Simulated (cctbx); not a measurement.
**Accept or mend?**

Cell a = 6.2290 Å, b = 6.8670 Å, c = 5.3460 Å, α = 90.00°, β = 90.00°, γ = 90.00°; space group Pmmn (no. 59, origin choice 1). The compound is Be2Al4CN3.

Simulated single-crystal data (cctbx): Ga Kα, λ = 1.3414 Å, to d = 0.83 Å, 95 % of the full sphere, strongest reflection 40000 counts, noise from counting, a 4 % proportional error and a noise floor of 4 counts (s.d.); no absorption.

An isotropic refinement with weights 1/σ² prints:

```text
Rint 0.036, 251 unique reflections to 0.83 A
cycle     R1     wR2    GooF  max shift (A)
   1  0.9108  0.9908  25.361   0.70838
   4  0.0126  0.0346   0.885   0.00004
final R1 0.0126 wR2 0.0346 GooF 0.885  parameters 17  data/parameter 14.8
atom        x        y        z      Ueq    occ   su(xyz)  su(Uiso or U11)
Al1    0.75313  0.00000  0.01788   0.0216  1.000  0.00007  0.0002
Al2    0.50000  0.50000  0.49229   0.0186  1.000  0.00009  0.0002
Al3    0.50000  0.00000  0.52879   0.0176  1.000  0.00009  0.0002
N1     0.24330  0.50000  0.66340   0.0228  1.000  0.00022  0.0003
N2     0.00000  0.00000  0.84054   0.0243  1.000  0.00029  0.0004
C1     0.00000  0.50000  0.14006   0.0232  1.000  0.00034  0.0004
Be1    0.00000  0.30920  0.82426   0.0283  1.000  0.00033  0.0004
difference map: max 0.18 min -0.19 rms 0.05
Q1    0.0000  0.1604  0.4365    4    0.18  1.17 A from Al2
Q2    0.0000  0.1353  0.6226    4    0.16  1.11 A from Al2
Q3    0.1054  0.5000  0.2387    4    0.16  0.84 A from C1
Q4    0.2248  0.1113  0.0284    8    0.16  0.78 A from Al1
Q5    0.0000  0.2421  0.9866    4    0.13  0.98 A from Be1
Q6    0.0000  0.1331  0.2347    4    0.13  1.72 A from Al2
```

Q: Accept it or mend it, and why?

It can stand. The set-up had a fault (start far from the minimum), but the refinement still reached the right minimum: R1 = 0.0126, wR2 = 0.0346, GooF = 0.89 against R1 = 0.0126, wR2 = 0.0346, GooF = 0.89 for the right model.

The compound is Be2Al4CN3. The right model at the same level gives:

```text
Rint 0.036, 251 unique reflections to 0.83 A
cycle     R1     wR2    GooF  max shift (A)
   1  0.2033  0.4843  12.397   0.05913
   2  0.0126  0.0346   0.886   0.00016
final R1 0.0126 wR2 0.0346 GooF 0.885  parameters 17  data/parameter 14.8
atom        x        y        z      Ueq    occ   su(xyz)  su(Uiso or U11)
Al1    0.75313  0.00000  0.01788   0.0216  1.000  0.00007  0.0002
Al2    0.50000  0.50000  0.49229   0.0186  1.000  0.00009  0.0002
Al3    0.50000  0.00000  0.52879   0.0176  1.000  0.00009  0.0002
N1     0.24330  0.50000  0.66340   0.0228  1.000  0.00022  0.0003
N2     0.00000  0.00000  0.84054   0.0243  1.000  0.00029  0.0004
C1     0.00000  0.50000  0.14006   0.0232  1.000  0.00034  0.0004
Be1    0.00000  0.30920  0.82426   0.0283  1.000  0.00033  0.0004
difference map: max 0.18 min -0.19 rms 0.05
Q1    0.0000  0.1604  0.4365    4    0.18  1.17 A from Al2
Q2    0.0000  0.1353  0.6226    4    0.16  1.11 A from Al2
Q3    0.1054  0.5000  0.2387    4    0.16  0.84 A from C1
Q4    0.2248  0.1113  0.0284    8    0.16  0.78 A from Al1
Q5    0.0000  0.2421  0.9866    4    0.13  0.98 A from Be1
Q6    0.0000  0.1331  0.2347    4    0.13  1.72 A from Al2
```

The model was made for the exercise: a known structure type with other elements put in, its volume estimated, not relaxed; displacement parameters are assumed.

[Middle refinement cycles are left out of these outputs.]

[Logs are printed without paths, hosts, clocks, repeated set-up lines and the standing remarks that a program may print on its own settings, such as how far it seeks lower states.]
